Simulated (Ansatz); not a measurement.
# Mo2C(OH)2 MXene monolayer in a perpendicular field, part 2 of 2

What dipole does a perpendicular field induce in the Mo2C(OH)2 MXene monolayer? A positive field points along +c.

Ansatz 0.2.0; plane-wave DFT, PBE-D3(BJ), Ansatz PAW (set soft_1); PAW set soft_1.

So far. Step 2 (Relaxing the slab): The lattice constant a goes from 3.025 to 2.926 Å.

**3. Atoms held, field 0**

A sawtooth potential applies the field, turning back in the middle of the vacuum. With the dipole correction the typed value is the field outside the slab. The induced dipole is small, so the SCF threshold is tight.

The cell differs from the one that the last finished run ended in (c 43.979 → 25.445 Å).

The input, input.yaml:

```yaml
crystal:
  lattice:
    - [2.926139756, 0.0, 0.0]
    - [-1.463069878, 2.5341113637, 0.0]
    - [0.0, 0.0, 25.4449281165]
  atoms:
    - { symbol: H, position: [0.3333333333, 0.6666666667, 0.3537050668] }
    - { symbol: O, position: [0.3333333333, 0.6666666667, 0.392199068] }
    - { symbol: Mo, position: [0.6666666667, 0.3333333333, 0.4491332967] }
    - { symbol: C, position: [0.0, 0.0, 0.5] }
    - { symbol: Mo, position: [0.3333333333, 0.6666666667, 0.5508667033] }
    - { symbol: O, position: [0.6666666667, 0.3333333333, 0.607800932] }
    - { symbol: H, position: [0.6666666667, 0.3333333333, 0.6462949332] }
kpoints:
  mp_grid: { grid: [18, 18, 1] }
  band_path:
    path: [[0, 0, 0], [0.5, 0, 0], [0.33333333, 0.33333333, 0], [0, 0, 0]]
    npoints: 16
hamiltonian:
  xc: pbe
  dispersion: d3bj
  pseudopotentials: { kind: paw, azcp: { folder: soft_1 } }
scf:
  occupations: { method: fermi_dirac, width: 0.02585 }
  convergence: { dr2_threshold: 1.0e-10 }
efield:
  axis: 3
  dipole_correction: true
  ramp_position: 0.97
  ramp_width: 0.06
  amplitude: 0
output:
  dos: { projected: true, e_range: [-6, 5] }
  write_potential: true
  write_density: true
  volumetric_format: npy
  elf: true
```

Launch:

```bash
> ansatz run input.yaml --threads 2 --pin off --max-ram 3072MiB --backend cpu --events-out ev --progress --plain --runs-dir out
```

Numbers of over 12 decimals in the logs are rounded to 6 here.

What it wrote:

```text
[...]
Crystal: 7 atoms, lattice volume = 188.678 Å³
Basis set: ecut = 420 eV, 3661 PW (Γ)
Bands: 30, of which v1, the nominal top of the filled ones, is band 23 counted from 1 (22 counted from 0)
Symmetry: 6 space group operations
k-points: 37 of 324 (time reversal used)
[...]
SCF iter   1: F=—  HF=-11338.330473 eV  |F-HF|=—  |Δ(HF+E_count)|=         —  Δρ=1.13e-1  dr2=3.40e1  ethr=3.10e-3  p=0.000 e·Å  D=5.24e-14 V/Å  ΔV_dip=-0.00 eV  dr2_dipole=2.11e-7  V_vac-E_F(+/−)=5.46/5.46 eV  ⟨swp⟩=9.3  Hψ=5888  notcnv=0
efield: sawtooth ramp at fractional position 0.9700 (set: `efield.ramp_position`, or a place that a band, a saddle search or an elastic batch's reference lends), width 0.0600; the density the first Hamiltonian is built on has a dipole p = 0.000 e·Å; the dipole correction subtracts the counter field D = 5.24e-14 V/Å, which shifts the + side's vacuum level by -0.00 eV against the − side's; the planar-averaged density in the ramp window peaks in size at 2.4e-6 e/Å³
[...]
SCF iter   2: F=—  HF=-11332.412868 eV  |F-HF|=—  |Δ(HF+E_count)|=    5.92e0  Δρ=7.06e-2  dr2=4.65e1  ethr=3.10e-3  p=-0.000 e·Å  D=-7.87e-5 V/Å  ΔV_dip=0.00 eV  dr2_dipole=4.59e-5  V_vac-E_F(+/−)=-0.02/-0.02 eV  ⟨swp⟩=5.1  Hψ=3518  notcnv=0  defer=44
[...]
SCF iter  15: F=-11329.748670 eV  HF=-11329.748670 eV  |F-HF|=4.73e-11  |Δ(HF+E_count)|=  2.56e-10  Δρ=1.05e-7  dr2=8.52e-11  ethr=1.00e-12  p=-0.000 e·Å  D=-9.88e-8 V/Å  ΔV_dip=0.00 eV  dr2_dipole=6.19e-14  V_vac-E_F(+/−)=2.16/2.16 eV  ⟨swp⟩=9.4  Hψ=4885  notcnv=0
SCF 1 converged in 15 iterations: F = -11329.748670 eV  dr2 = 8.52e-11
[...]
NSCF: frozen V_eff on 49 k-points
efield: sawtooth ramp at fractional position 0.9700 (kept from the solve that this one continues, or follows in the run), width 0.0600; the density the first Hamiltonian is built on has a dipole p = -0.000 e·Å; the dipole correction subtracts the counter field D = -9.88e-8 V/Å, which shifts the + side's vacuum level by +0.00 eV against the − side's; the planar-averaged density in the ramp window peaks in size at 4.3e-6 e/Å³
WARN: The output density's exchange-correlation potential varies sharply where the density is thin. Do not read a vacuum level from v_tot or v_xc, or from such a field of the output density. On a cell that repeats whose density bears no net charge and no dipole along the vacuum's axis use v_es (v_loc + v_h of the components); under efield.dipole_correction with no amplitude use v_es + v_field, which holds any externa [...]
SCF converged after 15 iterations
Free energy (F): -11329.748670 eV
[...]
Internal energy: -11329.738932 eV  (E = F + TS)
E sigma→0 (E₀):  -11329.743801 eV
Entropy (-TS):   -0.009738 eV (-1.391 meV/atom)
Fermi energy:    3.463242 eV
Dipole field:    D = 0.000000 V/Å  (p = 0.000000 e·Å, saw-weighted, corrected)
Work function:   Φ+ = 2.1550 eV   Φ− = 2.1550 eV
Levels:          The Fermi level and band energies are counted from a zero that moves with the ramp; work functions are not
[...]
--- Band table (eV; the first three rows and the last of 37) ---
  k-point 0: bands = [... 19 lower, 0.2862, 0.2862, 1.8504, 1.8504, 3.5255, 3.5330, 3.5504, 3.5504, ... 3 higher]
  k-point 1: bands = [... 19 lower, 0.2076, 0.3743, 1.7747, 1.9314, 3.3955, 3.5031, 3.5807, 3.6470, ... 3 higher]
  k-point 2: bands = [... 19 lower, 0.0275, 0.4899, 1.5983, 2.1519, 3.1836, 3.4595, 3.6674, 3.8933, ... 3 higher]
  k-point 36: bands = [... 19 lower, -1.9837, 2.4554, 3.1974, 3.1974, 3.7924, 4.2986, 4.2986, 6.7180, ... 3 higher]
```

The job ended after 25 s (2 threads of Arm Neoverse V1, shared host; peak memory 0.52 GiB).

The column dr2 measures how far the density is from self-consistency, as an energy; F and HF (Harris–Foulkes) agree once it is small.

This step gave:

* energy at zero smearing: -11329.7438 eV
* work function, upper face: 2.155 eV
* dipole along the normal: 2.56e-7 e·Å

Running mean over a fixed 2.7 Å (it still follows the layers) of the planar mean; the ramp of the sawtooth is left out. The electron's electrostatic potential energy less the Fermi level by z:

```
z (Å)  electron's electrostatic potential energy less the Fermi level (eV)
    3                                                                 2.15
    4                                                                 2.15
    5                                                                 2.14
    6                                                                 2.08
    7                                                                 1.85
    8                                                                0.836
    9                                                                -1.71
   10                                                                -7.11
   11                                                                -12.8
   12                                                                -14.1
   13                                                                -14.5
   14                                                                -13.4
   15                                                                -10.5
   16                                                                -3.25
   17                                                             -0.00973
   18                                                                 1.52
   19                                                                 2.02
   20                                                                 2.12
   21                                                                 2.15
   22                                                                 2.15
```

The density of states has structure finer than the step of the table below, so its rows give means over 0.2 eV, whole bins alone (the curve runs from -6 to 0.51 eV). Peaks (eV: height): -5.86: 12.0, -5.70: 9.16, -5.59: 13.2, -5.31: 11.8, -0.84: 5.81, -0.02: 8.46, 0.23: 8.46.

Density of states against energy, zero at the Fermi level; means over each step:

```
energy (eV)  density of states (states/eV a cell)
       -5.8                                  7.13
       -5.6                                  10.4
       -5.4                                  6.70
       -5.2                                  7.31
       -5.0                                  3.09
       -4.8                                  1.38
       -4.6                                  1.57
       -4.4                                  1.13
       -4.2                                 0.931
       -4.0                                 0.840
       -3.8                                 0.889
       -3.6                                  1.61
       -3.4                                  1.50
       -3.2                                  1.28
       -3.0                                  1.78
       -2.8                                  1.31
       -2.6                                 0.956
       -2.4                                 0.740
       -2.2                                 0.625
       -2.0                                  1.68
       -1.8                                  1.53
       -1.6                                  1.13
       -1.4                                  1.12
       -1.2                                  1.12
       -1.0                                  1.45
       -0.8                                  3.78
       -0.6                                  2.72
       -0.4                                  2.39
       -0.2                                  2.52
        0.0                                  3.63
        0.2                                  4.75
        0.4                                  4.06
```

Projected DOS per atom over height of the atomic layer and energy from the Fermi level. Layers: H O Mo C Mo O H from below.

Values in states/eV, 22 rows by 7 columns, each cell a mean:
```
0.11 0.25 1.67 0.16 1.67 0.25 0.11
0.12 0.21 1.55 0.23 1.55 0.21 0.12
0.10 0.15 0.96 0.12 0.96 0.15 0.10
0.04 0.13 0.95 0.18 0.95 0.13 0.04
0.03 0.12 1.39 0.33 1.39 0.12 0.03
0.01 0.04 0.58 0.06 0.58 0.04 0.01
0.01 0.06 0.50 0.04 0.50 0.06 0.01
0.01 0.06 0.50 0.05 0.50 0.06 0.01
0.02 0.10 0.60 0.10 0.60 0.10 0.02
0.01 0.05 0.23 0.08 0.23 0.05 0.01
0.01 0.07 0.33 0.11 0.33 0.07 0.01
0.02 0.10 0.58 0.16 0.58 0.10 0.02
0.01 0.15 0.40 0.24 0.40 0.15 0.01
0.00 0.26 0.33 0.46 0.33 0.26 0.00
0.00 0.15 0.19 0.30 0.19 0.15 0.00
0.00 0.11 0.22 0.21 0.22 0.11 0.00
0.00 0.12 0.32 0.22 0.32 0.12 0.00
0.00 0.17 0.43 0.26 0.43 0.17 0.00
0.00 0.67 0.44 0.33 0.44 0.67 0.00
0.01 2.08 1.09 1.16 1.09 2.08 0.01
0.01 1.88 1.48 2.13 1.48 1.88 0.01
0.00 1.61 1.14 1.76 1.14 1.61 0.00
```
Columns: height of the atomic layer (Å) from 9 to 16.4 (not evenly spaced); rows upwards: energy from the Fermi level (eV) from -5.96 to 0.52.

The electronic bands at the labelled points (eV, zero at the Fermi level):

```
  point  band 20  band 21  band 22  band 23  band 24  band 25  band 26  band 27
      Γ    -3.18    -3.18    -1.61    -1.61     0.06     0.07     0.09     0.09
halfway    -3.74    -3.50    -1.38    -0.32    -0.27     0.00     0.70     1.10
      M    -4.57    -3.59    -0.87     1.45     1.71     1.73     2.06     2.69
halfway    -5.31    -2.58    -0.52     0.48     0.94     1.27     1.52     2.67
      K    -5.45    -1.01    -0.27    -0.27     0.33     0.84     0.84     3.25
halfway    -4.68    -2.31    -2.13    -0.77     0.28     0.70     0.96     0.99
      Γ    -3.18    -3.18    -1.61    -1.61     0.06     0.07     0.09     0.09
```

Valence density in the ca plane at fractional y = 0.333, with atoms of Mo and O and H within 0.2 Å of it. It is the smooth field of the valence electrons, not physical close to the nuclei.

Ten steps, logarithmic in the rise over the least value, from '0' (0.0 e/Å³) to '9' (7.6 e/Å³), each cell a mean:
```
00000000000000000012235776543334345653210000
00000000000000000001247998643233358986420000
00000000000000000001247999742222368987631000
00000000000000000001236898643333357875420000
00000000000000000012334676443344345543210000
00000000000000000123433344444455433221000000
00000000000000000123443333444456532110000000
00000000000000000123333444444455433321100000
```
Columns run along c (16.0 Å, from fractional 0.11 to 0.74 of the cell), rows up along a (2.9 Å). Atoms in or near the plane, at fractional coordinates: Mo at (0.45, 0.67), O at (0.61, 0.67), H at (0.65, 0.67).

Electrostatic potential energy in the ca plane at fractional y = 0.333, with atoms of Mo and O and H within 0.2 Å of it. With pseudopotentials it is smooth inside the atoms' cores, unlike the true potential.

Ten even steps from '0' (-47 eV) to '9' (6 eV), each cell a mean:
```
99999997411589988888778999999999999999999999
99999985000169999995214569999999999999999999
99999984000058999984001148999999999999999999
99999985100169999986325679999999999999999999
99999997523589987788889999999999999999999999
99999999878888875578999999999999999999999999
99999999989998864468999999999999999999999999
99999999877888876678999999999999999999999999
```
Columns run along c (16.0 Å, from fractional 0.31 to 0.94 of the cell; values clipped at the 3rd and 97th percentile), rows up along a (2.9 Å). Atoms in or near the plane, at fractional coordinates: Mo at (0.45, 0.67), O at (0.61, 0.67), H at (0.65, 0.67).

ELF in the ca plane at fractional y = 0.333, with atoms of Mo and O and H within 0.2 Å of it. It is the smooth field of the valence electrons, not physical close to the nuclei.

Ten even steps from '0' (0.00) to '9' (0.98), each cell a mean:
```
00000000000000000012212564233222137875531000
00000000000000000000025767421122157678983100
00000000000000000000026647621122266369994100
00000000000000000000115766422222158778873100
00000000000000000012322454234222126764421000
00000000000000001235641122466324312321000000
00000000000000001236752123576324410000000000
00000000000000001125641122365323212331100000
```
Columns run along c (16.0 Å, from fractional 0.11 to 0.74 of the cell), rows up along a (2.9 Å). Atoms in or near the plane, at fractional coordinates: Mo at (0.45, 0.67), O at (0.61, 0.67), H at (0.65, 0.67).

The work function of the upper face is 2.16 eV.

**4. Single point, field 0.1 V/Å**

Changes to input.yaml since step 3:

```diff
@@ -28,7 +28,6 @@
   dipole_correction: true
-  ramp_position: 0.97
-  ramp_width: 0.06
-  amplitude: 0
+  ramp_position: 0.9218
+  ramp_width: 0.1564
+  amplitude: 0.1
 output:
-  dos: { projected: true, e_range: [-6, 5] }
   write_potential: true
@@ -36,2 +35 @@
   volumetric_format: npy
-  elf: true
```

What it wrote:

```text
[...]
Crystal: 7 atoms, lattice volume = 188.678 Å³
Basis set: ecut = 420 eV, 3661 PW (Γ)
Bands: 30, of which v1, the nominal top of the filled ones, is band 23 counted from 1 (22 counted from 0)
Symmetry: 6 space group operations
k-points: 37 of 324 (time reversal used)
[...]
k-point 0: bands = [... 19 lower, 0.2756, 0.2756, 1.8395, 1.8395, 3.4843, 3.5395, 3.5395, 3.5586, ... 3 higher]
  k-point 1: bands = [... 19 lower, 0.1970, 0.3636, 1.7638, 1.9206, 3.3836, 3.4926, 3.5698, 3.6403, ... 3 higher]
  k-point 2: bands = [... 19 lower, 0.0168, 0.4792, 1.5876, 2.1410, 3.1737, 3.4491, 3.6565, 3.8810, ... 3 higher]
  k-point 36: bands = [... 19 lower, -1.9946, 2.4446, 3.1855, 3.1880, 3.7817, 4.2870, 4.2883, 6.7053, ... 3 higher]
[key lines of the parts left out:]
SCF converged after 17 iterations
Free energy (F): -11329.751290 eV
Fermi energy:    3.452577 eV
Dipole field:    D = 0.050287 V/Å  (p = 0.052434 e·Å, saw-weighted, corrected)
```

Wall time 27 s (2 threads); peak memory 0.49 GiB; 53 s of CPU time.

The dipole is 0.0524 e·Å.

**5. Atoms held, field -0.1 V/Å**

Changes to input.yaml since step 4:

```diff
@@ -30,3 +30,3 @@
   ramp_width: 0.1564
-  amplitude: 0.1
+  amplitude: -0.1
 output:
```

What it wrote:

```text
[...]
Crystal: 7 atoms, lattice volume = 188.678 Å³
Basis set: ecut = 420 eV, 3661 PW (Γ)
Bands: 30, of which v1, the nominal top of the filled ones, is band 23 counted from 1 (22 counted from 0)
Symmetry: 6 space group operations
k-points: 37 of 324 (time reversal used)
[...]
k-point 0: bands = [... 19 lower, 0.2756, 0.2756, 1.8395, 1.8395, 3.4843, 3.5395, 3.5395, 3.5586, ... 3 higher]
  k-point 1: bands = [... 19 lower, 0.1970, 0.3636, 1.7638, 1.9205, 3.3836, 3.4926, 3.5697, 3.6403, ... 3 higher]
  k-point 2: bands = [... 19 lower, 0.0168, 0.4792, 1.5876, 2.1410, 3.1737, 3.4491, 3.6565, 3.8810, ... 3 higher]
  k-point 36: bands = [... 19 lower, -1.9946, 2.4446, 3.1854, 3.1879, 3.7816, 4.2870, 4.2883, 6.7053, ... 3 higher]
[key lines of the parts left out:]
SCF converged after 18 iterations
Free energy (F): -11329.751290 eV
Fermi energy:    3.452572 eV
Dipole field:    D = -0.050283 V/Å  (p = -0.052430 e·Å, saw-weighted, corrected)
```

Elapsed: 28 s, on 2 threads; peak memory 0.5 GiB.

The dipole is -0.0524 e·Å.

**6. Response, atoms held**

This step: plane-wave DFT, PBE-D3(BJ), Ansatz PAW (set soft_1); response to a field along the normal, atoms held; PAW set soft_1 (Ansatz 0.2.0).

The dipoles give the slope, and the difference of two potentials shows where the field is screened.

This step gave:

* equivalent conductor thickness p/(ε₀AE): 12.79 Å
* distance between the outer atoms: 7.445 Å

The dipole of the cell by applied field:

```
applied field (V/Å)  dipole of the cell (e·Å)
            -0.1000                   -0.0524
             0.0000                    2.6e-7
             0.1000                    0.0524
```

Local field over the applied field, running mean. From the potentials at -0.1 and 0.1 V/Å; running mean over 2.5 Å. The local field over applied field by z:

```
z (Å)  local field over applied field
    5                           0.912
    6                           0.759
    7                           0.447
    8                          0.0665
    9                          -0.135
   10                          -0.127
   11                         -0.0538
   12                         -0.0114
   13                         0.00661
   14                         -0.0314
   15                         -0.0903
   16                          -0.150
   17                         -0.0513
   18                           0.269
   19                           0.641
   20                           0.860
   21                           0.953
```

The induced electron density oscillates, so the rows of the table below give means over windows of 0.5 Å about each position, cut where the curve ends. Its maxima inside the range that stand out by 2 % of the span (Å: e/Å³ per V/Å): 7.77: 0.00295, 9.61: 1.6e-4, 10.46: 7.6e-4, 14.14: 0.00103, 15.41: 0.00164, 16.26: 0.0012. Its minima: 9.19: -0.0012, 10.04: -0.00164, 11.31: -0.00103, 14.98: -7.6e-4, 15.83: -1.6e-4, 17.67: -0.00295.

Electrons, planar mean, per unit field. Table of induced electron density by z; means over each step:

z (Å), induced electron density (e/Å³ per V/Å) and a bar from the least value:
```
      4.5    0.00025 ################
      5.0    0.00041 #################
      5.5    0.00069 ###################
      6.0    0.00110 #####################
      6.5    0.00169 ########################
      7.0    0.00236 ###########################
      7.5    0.00285 ##############################
      8.0    0.00275 #############################
      8.5    0.00141 ######################
      9.0   -0.00078 ###########
      9.5   -0.00037 #############
     10.0   -0.00097 ##########
     10.5    0.00047 #################
     11.0   -0.00048 ############
     11.5   -0.00067 ###########
     12.0   -0.00011 ##############
     12.5   -0.00007 ###############
     13.0    0.00008 ###############
     13.5    0.00013 ################
     14.0    0.00075 ###################
     14.5    0.00031 #################
     15.0   -0.00038 #############
     15.5    0.00092 ####################
     16.0    0.00050 ##################
     16.5    0.00061 ##################
     17.0   -0.00161 ######
     17.5   -0.00281 
     18.0   -0.00282 
     18.5   -0.00228 ###
     19.0   -0.00162 ######
     19.5   -0.00105 #########
     20.0   -0.00065 ###########
     20.5   -0.00039 #############
     21.0   -0.00023 ##############
```

By hand: between -0.1 and 0.1 V/Å the dipole changes by 0.1049 e·Å, a slope of 0.5243 e·Å²/V. A perfect conductor of thickness t has p = ε₀AEt, so t = 180.95 × 0.5243 / 7.415 = 12.79 Å (e/ε₀ = 180.95 V·Å, A in Å²).

The induced dipole is that of a conductor 12.79 Å thick.

**7. Results**

```
gap without field                          : none
work function, upper face                  : 2.16 eV
equivalent conductor thickness, atoms held : 12.8 Å
```

The induced dipole equals that of a perfect conductor 12.79 Å thick, while the outer atoms lie 7.44 Å apart. There is no gap over 0.03 eV, with or without the field. The main runs have no spin polarisation; a magnetic state could lie lower and would change these results. Spin-orbit coupling is left out, which matters for the bands of elements this heavy. In 3 runs of the series (0.1 V/Å, -0.1 V/Å and response) the program warns that electrons reach the sawtooth's ramp, which makes dipole and work function less sure. The MXene's terminations sit over the metal atoms of its far layer; the site over carbon or nitrogen, which some compounds prefer, was not run.

[Logs are printed without paths, hosts, clocks, repeated set-up lines and the standing remarks that a program may print on its own settings, such as how far it seeks lower states.]

[Hosts, paths, dates, database ids (printed as entryN), source tags and the programs' standing remarks are cut or masked in the printed files.]

[Maps of the electrostatic potential energy from Ansatz leave out the sawtooth potential of an applied field or a dipole correction, so their vacuum need not be flat; planar profiles and work functions include it.]

[The density of states shown here was stored with 400 of the rows of the run's finer table, so its peaks can read low, often by over a quarter, or be missed, and its means over a window can be off by a tenth or more.]
